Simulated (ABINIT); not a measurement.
# CsSrF3 (Pm-3m): G0W0 with and without spin-orbit coupling

Is the spin-orbit change of the gap of CsSrF3 (Pm-3m) the same in DFT and in GW?

Method: PBEsol and many-body steps on it, plane waves, in ABINIT 10.8.3.

## (1) The starting structure

Symmetry: Pm-3m, No. 221, cubic system. Conventional cell: a = 4.763 Å, b = 4.763 Å, c = 4.763 Å, α = 90.00°, β = 90.00°, γ = 90.00°. Nearest to Cs lie 12 F at 3.37 Å. Nearest to Sr lie 6 F at 2.38 Å. F has 2 Sr at 2.38 Å and 4 Cs at 3.37 Å nearest. Farther neighbours and most contacts between anions are not listed.

The cell and positions are those that the Materials Project relaxed with its own functionals (PBE, PBE+U or r2SCAN), kept fixed. Spin-orbit coupling is left out unless a step names it.

## (2) Empty states on the mesh, 2×2×2 mesh, 79 bands

This step: ABINIT 10.8.3; DFT, PBEsol, plane waves, norm-conserving pseudopotentials.

The sums over transitions need many empty states on a uniform mesh; this step solves for them.

run.abi

```
acell 3*1.0 Angstrom
rprim 
  4.763247010000 0.000000000000 0.000000000000
  0.000000000000 4.763247010000 0.000000000000
  0.000000000000 0.000000000000 4.763247010000
ntypat 3
znucl 55 38 9
natom 5
typat 1 2 3 3 3
xred 
  0.000000000000 0.000000000000 0.000000000000
  0.500000000000 0.500000000000 0.500000000000
  0.000000000000 0.500000000000 0.500000000000
  0.500000000000 0.000000000000 0.500000000000
  0.500000000000 0.500000000000 0.000000000000
pp_dirpath "pseudos"
pseudos "Cs.upf, Sr.upf, F.upf"
ecut 36
ngkpt 2 2 2
nshiftk 1
shiftk 0 0 0
kptopt 1
chksymbreak 0
iscf -2
irdden 1
istwfk *1
nband 79
nbdbuf 6
tolwfr 1e-09
nstep 60
prtvol 0
indata_prefix "in"
outdata_prefix "out"
tmpdata_prefix "tmp"
```

Command:

```console
$ OMP_NUM_THREADS=1 mpirun -n 4 abinit run.abi > log
```

Numbers of over 12 decimals in the logs are rounded to 6 here.

The log of the run:

```text
.Version 10.8.3 of ABINIT. v10.8.2 released Aug 2026.

 Symmetries : space group Pm -3 m (#221); Bravais cP (primitive cubic)
[... echo of the input left out ...]
== DATASET  1 ==================================================================
-   mpi_nproc: 4, omp_nthreads: 1 (-1 if OMP is not activated)

--- !DatasetInfo
iteration_state: {dtset: 1, }
dimensions: {natom: 5, nkpt: 4, mband: 79, nsppol: 1, nspinor: 1, nspden: 1, mpw: 7568, }
cutoff_energies: {ecut:  36.0, pawecutdg:  -1.0, }
[...]
0.99474    0.99474    0.99474    1.00704    1.02365    1.02365    1.02365    1.13533
   1.13533    1.13533    1.14814    1.14814    1.14814    1.15886    1.16236    1.16236
   1.16236    1.18043    1.23795    1.23795    1.30871    1.32202    1.33014
 prteigrs : prtvol=0 or 1, do not print more k-points.

== END DATASET(S) ==============================================================
================================================================================

 -outvars: echo values of variables after computation  --------
            nband          79
             nkpt           4
          spgroup         221
 [... the other variables as echoed above ...]

 Calculation completed.
```

It took 25 s on 4 MPI ranks of Arm Neoverse V1, shared host; peak memory 0.34 GiB; 98 s of CPU time.

Numbers from this step:

* gap: 6.265 eV
* k of the valence top: 0, 0, 0
* k of the conduction bottom: 0, 0, 0
* least direct gap: 6.265 eV
* k points computed: 4
* lowest point of the top converged band, above the valence top: 31.38 eV

On this mesh the gap is 6.265 eV.

The density comes from a self-consistent run that is not shown.

## (3) Screening, 2×2×2 mesh, 73 bands, screening to 98 eV

The RPA dielectric matrix is built and inverted for each q.

This step: RPA screening on PBEsol, plane waves, norm-conserving pseudopotentials.

Edit run.abi of step 2 so:

```diff
@@ -23,10 +23,11 @@
 chksymbreak 0
-iscf -2
-irdden 1
 istwfk *1
-nband 79
-nbdbuf 6
-tolwfr 1e-09
-nstep 60
-prtvol 0
+occopt 1
+irdwfk 1
+optdriver 3
+nband 73
+ecuteps 3.6
+inclvkb 0
+awtr 1
+symchi 1
 indata_prefix "in"
```

The log of the run:

```text
.Version 10.8.3 of ABINIT. v10.8.2 released Aug 2026.

 Symmetries : space group Pm -3 m (#221); Bravais cP (primitive cubic)
[... echo of the input left out ...]
== DATASET  1 ==================================================================
-   mpi_nproc: 4, omp_nthreads: 1 (-1 if OMP is not activated)

--- !DatasetInfo
iteration_state: {dtset: 1, }
dimensions: {natom: 5, nkpt: 4, mband: 73, nsppol: 1, nspinor: 1, nspden: 1, mpw: 7568, }
cutoff_energies: {ecut:  36.0, pawecutdg:  -1.0, }
electrons: {nelect:   4.00000000E+01, charge:   0.00000000E+00, occopt:   1.00000000E+00, tsmear:   1.00000000E-02, }

 SCREENING: Calculation of the susceptibility and dielectric matrices

 Based on a program developped by R.W. Godby, V. Olevano, G. Onida, and L. Reining.
 Incorporated in ABINIT by V. Olevano, G.-M. Rignanese, and M. Torrent.
.Using double precision arithmetic ; gwpc =  8

[... cell and pseudopotentials left out ...]
--------------------------------------------------------------------------------

 ==== K-mesh for the wavefunctions ====
 Number of points in the irreducible wedge :     4
[... list of points left out ...]
 Together with 48 symmetry operations and time-reversal symmetry
 yields     8 points in the full Brillouin Zone.

 ==== Q-mesh for the screening function ====
 Number of points in the irreducible wedge :     4
[... list of points left out ...]
 Together with 48 symmetry operations and time-reversal symmetry
 yields     8 points in the full Brillouin Zone.

 setmesh: FFT mesh size selected  =    32x   32x   32
          total number of points  =        32768

 vcoul_init : cutoff-mode = AUXILIARY_FUNCTION
 q-points for optical limit:   1
     1)      0.000010    0.000020    0.000030

- screening: taking advantage of time-reversal symmetry
- Maximum band index for partially occupied states nbvw = 20
- Remaining bands to be divided among processors   nbcw = 53
- Number of bands treated by each node ~13

 Number of electrons calculated from density =   40.0000; Expected =   40.0000
 average of density, n =  0.054847
 r_s =    1.6327
 omega_plasma =   22.5909 [eV]

 calculating chi0 at frequencies [eV] :
  1    0.000000E+00    0.000000E+00
  2    0.000000E+00    2.259085E+01

--------------------------------------------------------------------------------
  q-point number  1        q = ( 0.000000, 0.000000, 0.000000) [r.l.u.]
--------------------------------------------------------------------------------
[... chi0 elements left out ...]
 For q-point:  0.000010 0.000020 0.000030
  dielectric constant =   2.4425
  dielectric constant without local fields =   2.6584

  Average fulfillment of the sum rule on Im[epsilon] for q-point    1 :     39.36  [%]
[... wings left out ...]
  q-point number  2        q = ( 0.500000, 0.000000, 0.000000) [r.l.u.]
--------------------------------------------------------------------------------
[... chi0 elements left out ...]
  Average fulfillment of the sum rule on Im[epsilon] for q-point    2 :     48.85  [%]

 [... 2 further q-points ...]
```

Wall time 6.3 s (4 MPI ranks); peak memory 0.68 GiB; 25 s of CPU time.

This step gave:

```
ε∞ with local fields, on this mesh, along the program's q direction : 2.442
the same without local fields                                       : 2.658
plasma frequency                                                    : 22.59 eV
plane waves in the screening matrix                                 : 251
```

Local fields lower ε∞ by 8 %. On a Γ-centred mesh this coarse the value itself is usually too large, while a short band sum pulls it down.

## (4) Scalar-relativistic

The self-energy is evaluated for the states that the input lists, and the levels follow from it, in one-shot runs by the linearised quasiparticle equation.

This step: G0W0 on PBEsol, plane waves, norm-conserving pseudopotentials.

Edit run.abi of step 3 so:

```diff
@@ -26,8 +26,15 @@
 irdwfk 1
-optdriver 3
+optdriver 4
 nband 73
+gwcalctyp 0
+ecutsigx 36
+symsigma 1
+nkptgw 1
+kptgw 
+  0.0000000000 0.0000000000 0.0000000000
+bdgw 
+  18 23
 ecuteps 3.6
-inclvkb 0
-awtr 1
-symchi 1
+irdscr 1
+ppmodel 1
 indata_prefix "in"
```

The log of the run:

```text
.Version 10.8.3 of ABINIT. v10.8.2 released Aug 2026.

 Symmetries : space group Pm -3 m (#221); Bravais cP (primitive cubic)
[... echo of the input left out ...]
== DATASET  1 ==================================================================
-   mpi_nproc: 4, omp_nthreads: 1 (-1 if OMP is not activated)

--- !DatasetInfo
iteration_state: {dtset: 1, }
dimensions: {natom: 5, nkpt: 4, mband: 73, nsppol: 1, nspinor: 1, nspden: 1, mpw: 7568, }
cutoff_energies: {ecut:  36.0, pawecutdg:  -1.0, }
electrons: {nelect:   4.00000000E+01, charge:   0.00000000E+00, occopt:   1.00000000E+00, tsmear:   1.00000000E-02, }

 SIGMA: Calculation of the GW corrections

 Based on a program developped by R.W. Godby, V. Olevano, G. Onida, and L. Reining.
 Incorporated in ABINIT by V. Olevano, G.-M. Rignanese, and M. Torrent.
.Using double precision arithmetic ; gwpc =  8

[... cell and pseudopotentials left out ...]
--------------------------------------------------------------------------------

 ==== K-mesh for the wavefunctions ====
 Number of points in the irreducible wedge :     4
[... list of points left out ...]
 Together with 48 symmetry operations and time-reversal symmetry
 yields     8 points in the full Brillouin Zone.

 ==== Q-mesh for screening function ====
 Number of points in the irreducible wedge :     4
[... list of points left out ...]
 Together with 48 symmetry operations and time-reversal symmetry
 yields     8 points in the full Brillouin Zone.

 vcoul_init : cutoff-mode = AUXILIARY_FUNCTION
 q-points for optical limit:   1
     1)      0.000010    0.000020    0.000030
 setmesh: FFT mesh size selected  =    50x   50x   50
          total number of points  =       125000

 Number of electrons calculated from density =   40.0000; Expected =   40.0000
 average of density, n =  0.054847
 r_s =    1.6327
 omega_plasma =   22.5909 [eV]

 === KS Band Gaps ===
  >>>> For spin  1
   Minimum direct gap =   6.2650 [eV], located at k-point      :   0.0000  0.0000  0.0000
   Fundamental gap    =   6.2650 [eV], Top of valence bands at :   0.0000  0.0000  0.0000
                                       Bottom of conduction at :   0.0000  0.0000  0.0000
 SIGMA fundamental parameters:
 PLASMON POLE MODEL  1
 number of plane-waves for SigmaX                 7497
 number of plane-waves for SigmaC and W            251
 number of plane-waves for wavefunctions          7497
 number of bands                                    73
 number of independent spin polarizations            1
 number of spinorial components                      1
 number of k-points in IBZ                           4
 number of q-points in IBZ                           4
 number of symmetry operations                      48
 number of k-points in BZ                            8
 number of q-points in BZ                            8
 number of frequencies for dSigma/dE                 9
 frequency step for dSigma/dE [eV]                0.25
 number of omega for Sigma on real axis              0
 max omega for Sigma on real axis  [eV]           0.00
 zcut for avoiding poles [eV]                     0.10

 EPSILON^-1 parameters (SCR file):
 dimension of the eps^-1 matrix on file            251
 dimension of the eps^-1 matrix used               251
 number of plane-waves for wavefunctions          7497
 number of bands                                    73
 number of q-points in IBZ                           4
 number of frequencies                               2
 number of real frequencies                          1
 number of imag frequencies                          1

 matrix elements of self-energy operator (all in [eV])

 Perturbative Calculation

--- !SelfEnergy_ee
iteration_state: {dtset: 1, }
kpoint     : [   0.000,    0.000,    0.000, ]
spin       : 1
KS_gap     :    6.265
QP_gap     :    9.360
Delta_QP_KS:    3.095
data: !SigmaeeData |
     Band     E0 <VxcDFT>   SigX SigC(E0)      Z dSigC/dE  Sig(E)    E-E0       E
       18   0.251 -22.221 -29.648   5.321   0.795  -0.258 -23.894  -1.673  -1.422
       19   0.251 -22.221 -29.648   5.321   0.795  -0.258 -23.894  -1.673  -1.422
       20   0.251 -22.221 -29.648   5.321   0.795  -0.258 -23.894  -1.673  -1.422
       21   6.516  -8.021  -3.753  -2.665   0.887  -0.128  -6.600   1.421   7.937
       22   7.967  -7.791  -3.495  -2.557   0.885  -0.130  -6.252   1.539   9.507
       23   7.967  -7.791  -3.495  -2.557   0.885  -0.130  -6.252   1.539   9.507

== END DATASET(S) ==============================================================
================================================================================

 -outvars: echo values of variables after computation  --------
           etotal      0.0000000000E+00
            nband          73
             nkpt           4
          spgroup         221
 [... the other variables as echoed above ...]

 Calculation completed.
```

It took 5.6 s on 4 MPI ranks; peak memory 0.22 GiB; 22 s of CPU time.

This step gave:

```
G0W0 gap on the points computed              : 9.359 eV
starting gap on the mesh                     : 6.265 eV
k of the valence top                         : 0, 0, 0
k of the conduction bottom                   : 0, 0, 0
Z at the valence top                         : 0.795
Z at the conduction bottom                   : 0.887
least direct G0W0 gap on the computed points : 9.359 eV
```

The gap on the mesh goes from 6.26 eV to 9.36 eV, a correction of +3.09 eV.

## (5) Empty states on the mesh, 2×2×2 mesh, 160 bands

This step: DFT, PBEsol with spin-orbit coupling, plane waves, norm-conserving pseudopotentials.

Edit run.abi of step 4 so:

```diff
@@ -18,2 +18,3 @@
 ecut 36
+nspinor 2
 ngkpt 2 2 2
@@ -23,18 +24,10 @@
 chksymbreak 0
+iscf -2
+irdden 1
 istwfk *1
-occopt 1
-irdwfk 1
-optdriver 4
-nband 73
-gwcalctyp 0
-ecutsigx 36
-symsigma 1
-nkptgw 1
-kptgw 
-  0.0000000000 0.0000000000 0.0000000000
-bdgw 
-  18 23
-ecuteps 3.6
-irdscr 1
-ppmodel 1
+nband 160
+nbdbuf 14
+tolwfr 1e-09
+nstep 60
+prtvol 0
 indata_prefix "in"
```

The log of the run:

```text
.Version 10.8.3 of ABINIT. v10.8.2 released Aug 2026.

 Symmetries : space group Pm -3 m (#221); Bravais cP (primitive cubic)
[... echo of the input left out ...]
== DATASET  1 ==================================================================
-   mpi_nproc: 4, omp_nthreads: 1 (-1 if OMP is not activated)

--- !DatasetInfo
iteration_state: {dtset: 1, }
dimensions: {natom: 5, nkpt: 4, mband: 160, nsppol: 1, nspinor: 2, nspden: 1, mpw: 7568, }
cutoff_energies: {ecut:  36.0, pawecutdg:  -1.0, }
[...]
1.16445    1.16445    1.18041    1.18041    1.23798    1.23798    1.23798    1.23798
   1.30789    1.30908    1.32145    1.32241    1.32472    1.32873    1.33250    1.33570
 prteigrs : prtvol=0 or 1, do not print more k-points.

== END DATASET(S) ==============================================================
================================================================================

 -outvars: echo values of variables after computation  --------
            nband         160
             nkpt           4
          spgroup         221
 [... the other variables as echoed above ...]

 Calculation completed.
```

Elapsed: 3.2 min, on 4 MPI ranks; peak memory 0.56 GiB; 13 min of CPU time.

Numbers from this step:

| Property | Result |
| --- | --- |
| gap | 6.227 eV |
| k of the valence top | 0, 0, 0 |
| k of the conduction bottom | 0, 0, 0 |
| least direct gap | 6.227 eV |
| k points computed | 4 |
| lowest point of the top converged band, above the valence top | 31.39 eV |

On this mesh the gap is 6.227 eV.

The density comes from a self-consistent run that is not shown, made with spin-orbit coupling and fully relativistic files.

## (6) Screening, 2×2×2 mesh, 146 bands, screening to 98 eV

This step: RPA screening on PBEsol with spin-orbit coupling, plane waves, norm-conserving pseudopotentials.

Edit run.abi of step 5 so:

```diff
@@ -24,10 +24,11 @@
 chksymbreak 0
-iscf -2
-irdden 1
 istwfk *1
-nband 160
-nbdbuf 14
-tolwfr 1e-09
-nstep 60
-prtvol 0
+occopt 1
+irdwfk 1
+optdriver 3
+nband 146
+ecuteps 3.6
+inclvkb 0
+awtr 1
+symchi 1
 indata_prefix "in"
```

The log of the run:

```text
.Version 10.8.3 of ABINIT. v10.8.2 released Aug 2026.

 Symmetries : space group Pm -3 m (#221); Bravais cP (primitive cubic)
[... echo of the input left out ...]
== DATASET  1 ==================================================================
-   mpi_nproc: 4, omp_nthreads: 1 (-1 if OMP is not activated)

--- !DatasetInfo
iteration_state: {dtset: 1, }
dimensions: {natom: 5, nkpt: 4, mband: 146, nsppol: 1, nspinor: 2, nspden: 1, mpw: 7568, }
cutoff_energies: {ecut:  36.0, pawecutdg:  -1.0, }
electrons: {nelect:   4.00000000E+01, charge:   0.00000000E+00, occopt:   1.00000000E+00, tsmear:   1.00000000E-02, }

 SCREENING: Calculation of the susceptibility and dielectric matrices

 Based on a program developped by R.W. Godby, V. Olevano, G. Onida, and L. Reining.
 Incorporated in ABINIT by V. Olevano, G.-M. Rignanese, and M. Torrent.
.Using double precision arithmetic ; gwpc =  8

[... cell and pseudopotentials left out ...]
--------------------------------------------------------------------------------

 ==== K-mesh for the wavefunctions ====
 Number of points in the irreducible wedge :     4
[... list of points left out ...]
 Together with 48 symmetry operations and time-reversal symmetry
 yields     8 points in the full Brillouin Zone.

 ==== Q-mesh for the screening function ====
 Number of points in the irreducible wedge :     4
[... list of points left out ...]
 Together with 48 symmetry operations and time-reversal symmetry
 yields     8 points in the full Brillouin Zone.

 setmesh: FFT mesh size selected  =    32x   32x   32
          total number of points  =        32768

 vcoul_init : cutoff-mode = AUXILIARY_FUNCTION
 q-points for optical limit:   1
     1)      0.000010    0.000020    0.000030

- screening: taking advantage of time-reversal symmetry
- Maximum band index for partially occupied states nbvw = 40
- Remaining bands to be divided among processors   nbcw = 106
- Number of bands treated by each node ~26

 Number of electrons calculated from density =   40.0000; Expected =   40.0000
 average of density, n =  0.054847
 r_s =    1.6327
 omega_plasma =   22.5909 [eV]

 calculating chi0 at frequencies [eV] :
  1    0.000000E+00    0.000000E+00
  2    0.000000E+00    2.259085E+01

--------------------------------------------------------------------------------
  q-point number  1        q = ( 0.000000, 0.000000, 0.000000) [r.l.u.]
--------------------------------------------------------------------------------
[... chi0 elements left out ...]
 For q-point:  0.000010 0.000020 0.000030
  dielectric constant =   2.4457
  dielectric constant without local fields =   2.6615

  Average fulfillment of the sum rule on Im[epsilon] for q-point    1 :     39.37  [%]
[... wings left out ...]
  q-point number  2        q = ( 0.500000, 0.000000, 0.000000) [r.l.u.]
--------------------------------------------------------------------------------
[... chi0 elements left out ...]
  Average fulfillment of the sum rule on Im[epsilon] for q-point    2 :     48.90  [%]

 [... 2 further q-points ...]
```

It took 30 s on 4 MPI ranks; peak memory 1.7 GiB; 2 min of CPU time.

This step gave:

```yaml
eps_infinity_with_local_fields_on_this_mesh_along_the_program_s_q_direction: 2.446
the_same_without_local_fields: 2.662
plasma_frequency: 22.59 eV
plane_waves_in_the_screening_matrix: 251
```

[end of part 1 of 2]

[Paths, hosts, dates, memory and timing lines, banners, echoed tables and standing remarks are left out of the program output.]

[Logs are printed without paths, hosts, clocks, repeated set-up lines and the standing remarks that a program may print on its own settings, such as how far it seeks lower states.]

[Runs of the session that timed out or met a known fault of the program may be left out.]

[Hosts, paths, dates, database ids (printed as entryN), source tags and the programs' standing remarks are cut or masked in the printed files.]

[G0W0 gaps are taken among the corrected bands and points alone; a level outside them can change the order at an edge.]

[Where Ansatz stands beside ABINIT at settings called matched, ABINIT's density can come from a denser mesh and the files from another edition; pairs whose starting gaps differed by over 0.03 eV were left out, so agreement reads better than it is.]
